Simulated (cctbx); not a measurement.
# GdMn3Co2 with cctbx, script by script

Library: cctbx 2025.11. The data are simulated by the first script.

## 1. Simulate the data

run.py:

```python
from cctbx import adptbx, crystal, miller, sgtbx, xray
from cctbx.array_family import flex
from iotbx.shelx import hklf
from scitbx import matrix
import scitbx.random

cs = crystal.symmetry(unit_cell=(5.214, 8.485, 3.933, 90, 90, 90), space_group_symbol='Hall: -C 2 2')  # Cmmm
atoms = [  # label, site, U (iso, or U11 U22 U33 U12 U13 U23 in A^2), occupancy
    ("Gd1", (0.5, 0, 0), (0.0278, 0.0292, 0.0271, -0.0000, 0.0000, 0.0000), 1),
    ("Co1", (0.25, 0.75, 0.5), (0.0361, 0.0323, 0.0356, -0.0020, 0.0000, 0.0000), 1),
    ("Mn1", (0, 0, 0.5), (0.0150, 0.0289, 0.0232, -0.0000, 0.0000, 0.0000), 1),
    ("Mn2", (0.5, 0.6553, 0), (0.0228, 0.0433, 0.0406, 0.0000, 0.0000, 0.0000), 1),
]
xs = xray.structure(crystal_symmetry=cs)
for label, site, u, occ in atoms:
    u = adptbx.u_cif_as_u_star(cs.unit_cell(), u) if isinstance(u, tuple) else u
    xs.add_scatterer(xray.scatterer(label, site=site, u=u, occupancy=occ))
xs.set_inelastic_form_factors(0.71073, "sasaki")
xs.show_summary()
p1 = xs.expand_to_p1()
ms = miller.build_set(p1, anomalous_flag=True, d_min=0.84)
flex.set_random_seed(270601)
scitbx.random.set_random_seed(270601)
ms = ms.select(flex.random_double(ms.size()) < 0.8)
i = ms.structure_factors_from_scatterers(p1, algorithm="direct").f_calc().as_intensity_array().data()
i = i * 20000 / flex.max(i)
sig = flex.sqrt(i + flex.pow2(0.03 * i) + 4 ** 2)
noise = scitbx.random.variate(scitbx.random.normal_distribution())(i.size())
data = ms.array(data=i + sig * noise, sigmas=sig).set_observation_type_xray_intensity()
with open("data.hkl", "w") as f:
    data.export_as_shelx_hklf(f)
print("reflections written:", data.size(), " <I/sigma> = %.1f" % flex.mean(data.data() / data.sigmas()))
for h, a, b in list(data.sort("data"))[:12]:
    print("%4d%4d%4d %9.1f %7.1f" % (h + (a, b)))
```

```console
$ python run.py
```

```text
Number of scatterers: 4
At special positions: 4
Unit cell: (5.214, 8.485, 3.933, 90, 90, 90)
Space group: C m m m (No. 65)
reflections written: 981  <I/sigma> = 9.5
   0   0   2   20065.8   616.5
   0   0  -2   19964.5   616.5
  -2   0  -1   13361.5   401.4
   2   0  -1   13281.5   401.4
  -2   0   1   12569.4   401.4
   1  -3  -1   11807.8   354.3
  -1   3   1   11691.5   354.3
   1   3  -1   11518.1   354.3
   1  -3   1   11323.6   354.3
  -1  -3   1   11309.8   354.3
  -1   3  -1   11159.1   354.3
   1   3   1   10920.1   354.3
```

It took 0.22 s on 1 thread of Arm Neoverse V2, on a shared host, peak memory 0.07 GiB.

## 2. Symmetry

run.py:

```python
from cctbx import crystal, sgtbx, statistics
from cctbx.array_family import flex
from iotbx.shelx import hklf

p1 = crystal.symmetry(unit_cell=(5.214, 8.485, 3.933, 90, 90, 90), space_group_symbol="P 1")
raw = hklf.reader(file_name="data.hkl").as_miller_arrays(crystal_symmetry=p1, anomalous=True)[0]
print(raw.size(), "reflections to d = %.3f A" % raw.d_min())
isig = raw.data() / raw.sigmas()
print("centring   violations  <I/sigma> of those")
best = "P"
for c in "ABCIRF":
    a = raw.customized_copy(space_group_info=sgtbx.space_group_info("Hall: %s 1" % c)).sys_absent_flags().data()
    m = flex.mean(isig.select(a))
    print("%5s %10d of %5d %8.1f" % (c, (isig.select(a) > 4).count(True), a.count(True), m))
    if (isig.select(a) > 4).count(True) < 0.01 * a.count(True):
        best = c
raw = raw.select(~raw.customized_copy(space_group_info=sgtbx.space_group_info("Hall: %s 1" % best)).sys_absent_flags().data())
isig = raw.data() / raw.sigmas()
rows = []
for s in sgtbx.space_group_symbol_iterator():
    g = sgtbx.space_group(s)
    if g.conventional_centring_type_symbol() != best or not g.is_compatible_unit_cell(p1.unit_cell(), 1e-3, 0.02):
        continue
    rows.append((s, g))
print("Laue class    unique    Rint  (classes that these axes allow; Friedel mates merged)")
rint = {}
for s, g in rows:
    laue = g.build_derived_patterson_group()
    key = laue.type().hall_symbol()
    if key not in rint:
        m = raw.customized_copy(space_group_info=laue.info(), anomalous_flag=False).merge_equivalents()
        rint[key] = m.r_int()
        print("%-14s %6d %7.3f" % (laue.type().lookup_symbol(), m.array().size(), m.r_int()))
floor = min(rint.values())
good = [(s, g) for s, g in rows if rint[g.build_derived_patterson_group().type().hall_symbol()] < 2 * floor + 0.03]
top = max(g.build_derived_patterson_group().order_z() for s, g in good)
print("space group    extra absences  I>4sigma  <I/sigma>")
for s, g in good:
    laue = g.build_derived_patterson_group()
    if laue.order_z() != top:
        continue
    a = raw.customized_copy(space_group_info=g.info()).sys_absent_flags().data()
    a &= ~raw.customized_copy(space_group_info=laue.info()).sys_absent_flags().data()
    bad = (isig.select(a) > 4).count(True)
    if bad <= 0.03 * a.count(True):
        print("%-16s %8d %10d %9s  %s" % (s.universal_hermann_mauguin(), a.count(True), bad, "%.1f" % flex.mean(isig.select(a)) if a.count(True) else "-", "centric" if g.is_centric() else "acentric"))
laue = max(good, key=lambda t: t[1].build_derived_patterson_group().order_z())[1].build_derived_patterson_group()
f = raw.customized_copy(space_group_info=laue.info(), anomalous_flag=False).merge_equivalents().array().eliminate_sys_absent().f_sq_as_f()
f.set_observation_type_xray_amplitude()
bins = max(3, min(8, f.size() // 12))
f.setup_binner(n_bins=bins)
w = statistics.wilson_plot(f, {e: n / laue.order_z() for e, n in {'Gd': 2.0, 'Co': 4.0, 'Mn': 6.0}.items()}, e_statistics=True)
print("Wilson B = %.2f A^2   <|E^2-1|> = %.3f (0.968 centric, 0.736 acentric)   E^2>4: %.1f %%" % (w.wilson_b, w.mean_e_sq_minus_1, w.percent_e_sq_gt_2))
print("shell (A)         n   <I/sigma>")
m = raw.customized_copy(space_group_info=laue.info(), anomalous_flag=False).merge_equivalents().array().eliminate_sys_absent()
for b in m.setup_binner(n_bins=bins).range_used():
    sel = m.binner().selection(b)
    print("%5.2f - %4.2f %6d %8.1f" % (min(m.binner().bin_d_range(b)[0] if m.binner().bin_d_range(b)[0] > 0 else 99, 99), m.binner().bin_d_range(b)[1], sel.count(True), flex.mean((m.data() / m.sigmas()).select(sel))))
```

```console
$ python run.py
```

```text
981 reflections to d = 0.841 A
centring   violations  <I/sigma> of those
    A        214 of   471      7.8
    B        214 of   491      7.5
    C          0 of   496      0.0
    I        232 of   485     10.3
    R        309 of   662      9.3
    F        214 of   729      5.0
Laue class    unique    Rint  (classes that these axes allow; Friedel mates merged)
C 1 2/m 1         167   0.022
C 2/m 1 1         171   0.023
C m m m           106   0.025
space group    extra absences  I>4sigma  <I/sigma>
C 2 2 2                 0          0         -  acentric
C m m 2                 0          0         -  acentric
C 2 m m                 0          0         -  acentric
C m 2 m                 0          0         -  acentric
C m m m                 0          0         -  centric
Wilson B = 2.40 A^2   <|E^2-1|> = 0.688 (0.968 centric, 0.736 acentric)   E^2>4: 0.9 %
shell (A)         n   <I/sigma>
 4.44 - 1.66     17     41.6
 1.66 - 1.33     13     48.3
 1.33 - 1.17     16     35.5
 1.17 - 1.06      9     37.9
 1.06 - 0.99     12     32.2
 0.99 - 0.93     14     37.8
 0.93 - 0.88     13     32.7
 0.88 - 0.84     12     25.9
```

Time: 0.23 s.

## 3. Patterson map

run.py:

```python
from cctbx import crystal, maptbx
from iotbx.shelx import hklf

cs = crystal.symmetry(unit_cell=(5.214, 8.485, 3.933, 90, 90, 90), space_group_symbol='Hall: -C 2 2')  # Cmmm
raw = hklf.reader(file_name="data.hkl").as_miller_arrays(crystal_symmetry=cs, anomalous=True)[0]
merged = raw.eliminate_sys_absent().merge_equivalents()
fo2 = merged.array().set_observation_type_xray_intensity()
f = fo2.average_bijvoet_mates().f_sq_as_f()
pm = f.patterson_map(symmetry_flags=maptbx.use_space_group_symmetry, sharpening=False, resolution_factor=0.25)
peaks = pm.peak_search(parameters=maptbx.peak_search_parameters(min_distance_sym_equiv=0.4, max_clusters=14)).all()
top = peaks.heights()[0]
print("Patterson group", f.patterson_symmetry().space_group_info())
print("      u       v       w   height  length (A)")
for x, h in zip(peaks.sites(), peaks.heights()):
    y = [t - round(t) for t in x]
    print("%7.3f %7.3f %7.3f %8.1f %8.2f" % (x + (1000 * h / top, cs.unit_cell().length(y))))
```

```console
$ python run.py
```

```text
Patterson group C m m m
      u       v       w   height  length (A)
  0.000   0.000   0.000   1000.0     0.00
  0.000   0.500   0.500    431.7     4.68
  0.000   0.341   0.000    423.8     2.89
  0.250   0.250   0.500    420.0     3.17
  0.000   0.500   0.000    131.9     4.24
  0.250   0.250   0.000    116.8     2.49
  0.249   0.406   0.500    106.2     4.17
  0.000   0.156   0.500    103.8     2.37
  0.139   0.000   0.243    -20.2     1.20
  0.126   0.308   0.261    -25.2     2.88
  0.113   0.449   0.207    -27.8     3.94
  0.000   0.152   0.079    -29.9     1.32
```

Time: 0.22 s.

## 4. Charge flipping

run.py:

```python
import itertools
from cctbx import crystal, maptbx
from cctbx.array_family import flex
from iotbx.shelx import hklf
from smtbx.ab_initio import charge_flipping as cf

cs = crystal.symmetry(unit_cell=(5.214, 8.485, 3.933, 90, 90, 90), space_group_symbol='Hall: -C 2 2')  # Cmmm
raw = hklf.reader(file_name="data.hkl").as_miller_arrays(crystal_symmetry=cs, anomalous=True)[0]
merged = raw.eliminate_sys_absent().merge_equivalents()
fo2 = merged.array().set_observation_type_xray_intensity()
f = fo2.average_bijvoet_mates().f_sq_as_f().resolution_filter(d_min=0.9)
p1 = f.expand_to_p1()
p1.setup_binner_counting_sorted(reflections_per_bin=max(40, p1.size() // 12))
work = p1.array(data=p1.data() / p1.amplitude_quasi_normalisations().data())
flex.set_random_seed(46744)
it = cf.weak_reflection_improved_iterator(delta=None, weak_reflection_fraction=0.1)
it.start(work, phases=flex.random_double(p1.size()) * 6.2832, f_000=0)
it.delta = 1.2 * it.rho_map.sigma()
print("cycle      R  skewness")
for n, st in enumerate(itertools.islice(it, 200)):
    if n % 16 == 0:
        print("%5d %6.3f %8.2f" % (n, st.r1_factor(), st.rho_map.skewness()))
rho = p1.phase_transfer(it.f_calc).fft_map().apply_volume_scaling()
polish = cf.low_density_elimination_iterator(constant_rho_c=rho.sigma())
polish.start(f_obs=p1, phases=it.f_calc, f_000=0)
for _ in range(8):
    next(polish)
print("origin shift          correlation  skewness")
maps = []
for fc, shift, cc in itertools.islice(cf.f_calc_symmetrisations(f, polish.f_calc, 0), 4):
    m = f.phase_transfer(fc).fft_map(symmetry_flags=maptbx.use_space_group_symmetry, resolution_factor=0.25).apply_sigma_scaling()
    maps.append((m.skewness(), cc, m))
    print("%6.3f %6.3f %6.3f %10.3f %9.2f" % (tuple(shift) + (cc, m.skewness())))
skew, cc, m = max((t for t in maps if t[1] > maps[0][1] - 0.04), key=lambda t: t[0])
print("taken: symmetry correlation %.3f, skewness %.2f" % (cc, skew))
peaks = m.peak_search(parameters=maptbx.peak_search_parameters(min_distance_sym_equiv=0.9, max_clusters=9)).all()
sps = cs.special_position_settings(min_distance_sym_equiv=0.5)
print("peak      x       y       z  mult  height/sigma")
for k, (x, h) in enumerate(zip(peaks.sites(), peaks.heights())):
    ss = sps.site_symmetry(x)
    print("Q%-3d %7.4f %7.4f %7.4f %4d %8.1f" % ((k + 1,) + tuple(t % 1 for t in ss.exact_site()) + (ss.multiplicity(), h)))
```

```console
$ python run.py
```

```text
cycle      R  skewness
    0  0.492     0.26
   16  0.408     2.49
   32  0.416     2.82
   48  0.418     3.09
   64  0.386     2.73
   80  0.389     2.49
   96  0.377     2.88
  112  0.385     2.75
  128  0.390     2.39
  144  0.368     2.46
  160  0.405     2.50
  176  0.368     2.43
  192  0.357     2.51
origin shift          correlation  skewness
 0.064  0.118  0.050      0.988      6.46
 0.056  0.303  0.037      0.942      4.75
 0.056  0.303  0.037      0.942      4.75
 0.064  0.118  0.050      0.988      6.46
taken: symmetry correlation 0.988, skewness 6.46
peak      x       y       z  mult  height/sigma
Q1    0.0000  0.0000  0.5000    2     16.3
Q2    0.0000  0.5000  0.0000    2      6.4
Q3    0.0000  0.3451  0.5000    4      5.9
Q4    0.2500  0.2500  0.0000    4      5.6
Q5    0.0000  0.2427  0.0000    4      0.9
Q6    0.2488  0.0000  0.5000    4      0.7
Q7    0.2200  0.3298  0.3274   16      0.7
Q8    0.2239  0.1040  0.0000    8      0.5
Q9    0.1052  0.4425  0.2907   16      0.3
```

Time: 0.26 s.

## 5. Refinement (model from the peaks)

run.py:

```python
import math
from cctbx import adptbx, crystal, maptbx, sgtbx, xray
from cctbx.array_family import flex
from cctbx.xray import observations
from iotbx.shelx import hklf
from scitbx.lstbx import normal_eqns_solving
from smtbx import absolute_structure, utils
from smtbx.refinement import constraints, least_squares

cs = crystal.symmetry(unit_cell=(5.214, 8.485, 3.933, 90, 90, 90), space_group_symbol='Hall: -C 2 2')  # Cmmm
atoms = [  # label, site, U (iso, or U11 U22 U33 U12 U13 U23 in A^2), occupancy
    ("Gd1", (0, 0, 0.5), 0.0200, 1),
    ("Mn1", (0, 0.5, 0), 0.0200, 1),
    ("Co1", (0, 0.3451, 0.5), 0.0200, 1),
    ("Mn2", (0.25, 0.25, 0), 0.0200, 1),
]
xs = xray.structure(crystal_symmetry=cs)
for label, site, u, occ in atoms:
    u = adptbx.u_cif_as_u_star(cs.unit_cell(), u) if isinstance(u, tuple) else u
    xs.add_scatterer(xray.scatterer(label, site=site, u=u, occupancy=occ))
xs.set_inelastic_form_factors(0.71073, "sasaki")
raw = hklf.reader(file_name="data.hkl").as_miller_arrays(crystal_symmetry=cs, anomalous=True)[0]
merged = raw.eliminate_sys_absent().merge_equivalents()
fo2 = merged.array().set_observation_type_xray_intensity()
print("Rint %.3f, %d unique reflections to %.2f A" % (merged.r_int(), fo2.size(), fo2.d_min()))
for sc in xs.scatterers():
    sc.flags.set_grad_site(True)
    sc.flags.set_grad_u_aniso(sc.flags.use_u_aniso())
    sc.flags.set_grad_u_iso(sc.flags.use_u_iso())
obs = fo2.as_xray_observations()
extra = {}
rep = constraints.reparametrisation(xs, [], utils.connectivity_table(xs), **extra)
ls = least_squares.crystallographic_ls(obs, rep, weighting_scheme=least_squares.mainstream_shelx_weighting(a=0, b=0))
print("cycle     R1     wR2    GooF  max shift (A)")
for cycle in range(6):
    ls.build_up()
    r1, wr2, goof = ls.r1_factor(cutoff_factor=2)[0], ls.wR2(), ls.goof()
    old = xs.sites_cart()
    normal_eqns_solving.levenberg_marquardt_iterations(ls, n_max_iterations=3, tau=0.0001, step_threshold=1e-7)
    big = flex.max((xs.sites_cart() - old).norms())
    print("%4d %7.4f %7.4f %7.3f %9.5f" % (cycle + 1, r1, wr2, goof, big))
    ls.build_up(objective_only=True)
    if abs(ls.wR2() - wr2) < 5e-5 and big < 5e-4:
        break
ls.build_up()
print("final R1 %.4f wR2 %.4f GooF %.3f  parameters %d  data/parameter %.1f" % (ls.r1_factor(cutoff_factor=2)[0], ls.wR2(), ls.goof(), ls.n_parameters, fo2.size() / ls.n_parameters))
cov = ls.covariance_matrix_and_annotations()
su = dict(zip(cov.annotations, (math.sqrt(max(v, 0)) for v in cov.matrix.matrix_packed_u_diagonal())))
a2 = cs.unit_cell().reciprocal_parameters()[0] ** -2
print("atom        x        y        z      Ueq    occ   su(xyz)  su(Uiso or U11)")
for sc in xs.scatterers():
    s = max(su.get(sc.label + k, 0) for k in (".x", ".y", ".z"))
    npd = "" if sc.is_positive_definite_u(cs.unit_cell()) else "  NPD"
    print("%-5s %8.5f %8.5f %8.5f %8.4f %6.3f %8.5f %7.4f%s" % ((sc.label,) + sc.site + (sc.u_iso_or_equiv(cs.unit_cell()), sc.occupancy, s, su.get(sc.label + ".uiso", su.get(sc.label + ".u11", 0) * a2), npd)))
fo = fo2.f_sq_as_f()
fc = fo.structure_factors_from_scatterers(xs, algorithm="direct").f_calc()
diff = fo.f_obs_minus_f_calc(1 / math.sqrt(ls.scale_factor()), fc).average_bijvoet_mates()
m = diff.fft_map(symmetry_flags=maptbx.use_space_group_symmetry, resolution_factor=0.25).apply_volume_scaling()
print("difference map: max %.2f min %.2f rms %.2f" % (m.statistics().max(), m.statistics().min(), m.statistics().sigma()))
peaks = m.peak_search(parameters=maptbx.peak_search_parameters(min_distance_sym_equiv=0.6, max_clusters=5)).all()
near = xs.closest_distances(peaks.sites(), distance_cutoff=4)
sps = cs.special_position_settings(min_distance_sym_equiv=0.5)
for k, (x, h) in enumerate(zip(peaks.sites(), peaks.heights())):
    ss = sps.site_symmetry(x)
    print("Q%-3d %7.4f %7.4f %7.4f %4d %7.2f  %.2f A from %s" % ((k + 1,) + tuple(t % 1 for t in ss.exact_site()) + (ss.multiplicity(), h, near.smallest_distances[k], xs.scatterers()[near.i_seqs[k]].label)))
```

```console
$ python run.py
```

```text
Rint 0.025, 106 unique reflections to 0.84 A
cycle     R1     wR2    GooF  max shift (A)
   1  0.1082  0.2540  10.802   0.00576
   2  0.0469  0.1168   4.967   0.00003
final R1 0.0469 wR2 0.1168 GooF 4.967  parameters 5  data/parameter 21.2
atom        x        y        z      Ueq    occ   su(xyz)  su(Uiso or U11)
Gd1    0.00000  0.00000  0.50000   0.0278  1.000  0.00000  0.0008
Mn1    0.00000  0.50000  0.00000   0.0215  1.000  0.00000  0.0013
Co1    0.00000  0.34442  0.50000   0.0415  1.000  0.00054  0.0013
Mn2    0.25000  0.25000  0.00000   0.0273  1.000  0.00000  0.0011
difference map: max 1.66 min -3.62 rms 0.45
Q1    0.1813  0.2722  0.0000    8    1.69  0.40 A from Mn2
Q2    0.0000  0.0000  0.5000    2    1.44  0.00 A from Gd1
Q3    0.0000  0.4334  0.0000    4    1.37  0.57 A from Mn1
Q4    0.0000  0.2653  0.5000    4    0.63  0.67 A from Co1
Q5    0.2299  0.3351  0.5000    8    0.58  1.20 A from Co1
```

Time: 0.36 s.

Figures of merit this high mean that the model is still wrong or incomplete.

## 6. Refinement (anisotropic displacement)

run.py, as its changes from the last script of this kind:

```diff
@@ -12,4 +12,4 @@
-    ("Gd1", (0, 0, 0.5), 0.0200, 1),
-    ("Mn1", (0, 0.5, 0), 0.0200, 1),
-    ("Co1", (0, 0.3451, 0.5), 0.0200, 1),
-    ("Mn2", (0.25, 0.25, 0), 0.0200, 1),
+    ("Gd1", (0, 0, 0.5), 0.0278, 1),
+    ("Mn1", (0, 0.5, 0), 0.0215, 1),
+    ("Co1", (0, 0.34442, 0.5), 0.0415, 1),
+    ("Mn2", (0.25, 0.25, 0), 0.0273, 1),
@@ -21,0 +22 @@
+xs.convert_to_anisotropic()
@@ -35 +36 @@
-for cycle in range(6):
+for cycle in range(8):
@@ -39 +40 @@
-    normal_eqns_solving.levenberg_marquardt_iterations(ls, n_max_iterations=3, tau=0.0001, step_threshold=1e-7)
+    normal_eqns_solving.levenberg_marquardt_iterations(ls, n_max_iterations=3, tau=1e-06, step_threshold=1e-7)
@@ -60 +61 @@
-peaks = m.peak_search(parameters=maptbx.peak_search_parameters(min_distance_sym_equiv=0.6, max_clusters=5)).all()
+peaks = m.peak_search(parameters=maptbx.peak_search_parameters(min_distance_sym_equiv=0.6, max_clusters=6)).all()
```

```console
$ python run.py
```

```text
Rint 0.025, 106 unique reflections to 0.84 A
cycle     R1     wR2    GooF  max shift (A)
   1  0.0470  0.1168   5.205   0.00105
   2  0.0315  0.0835   3.720   0.00000
final R1 0.0315 wR2 0.0835 GooF 3.720  parameters 14  data/parameter 7.6
atom        x        y        z      Ueq    occ   su(xyz)  su(Uiso or U11)
Gd1    0.00000  0.00000  0.50000   0.0275  1.000  0.00000  0.0009
Mn1    0.00000  0.50000  0.00000   0.0223  1.000  0.00000  0.0019
Co1    0.00000  0.34430  0.50000   0.0423  1.000  0.00043  0.0017
Mn2    0.25000  0.25000  0.00000   0.0272  1.000  0.00000  0.0017
difference map: max 1.40 min -1.32 rms 0.33
Q1    0.1746  0.2438  0.0000    8    1.41  0.40 A from Mn2
Q2    0.0789  0.0585  0.5000    8    0.51  0.64 A from Gd1
Q3    0.0000  0.1982  0.5000    4    0.31  1.24 A from Co1
Q4    0.1691  0.0603  0.0000    8    0.30  1.66 A from Mn2
Q5    0.1403  0.2496  0.3685   16    0.30  1.20 A from Co1
Q6    0.1258  0.3700  0.2395   16    0.27  1.24 A from Co1
```

It took 0.36 s on 1 thread of Arm Neoverse V2, with other jobs on the host, peak memory 0.09 GiB.

Figures of merit this high mean that the model is still wrong or incomplete.

[Logs are printed without paths, hosts, clocks, repeated set-up lines and the standing remarks that a program may print on its own settings, such as how far it seeks lower states.]
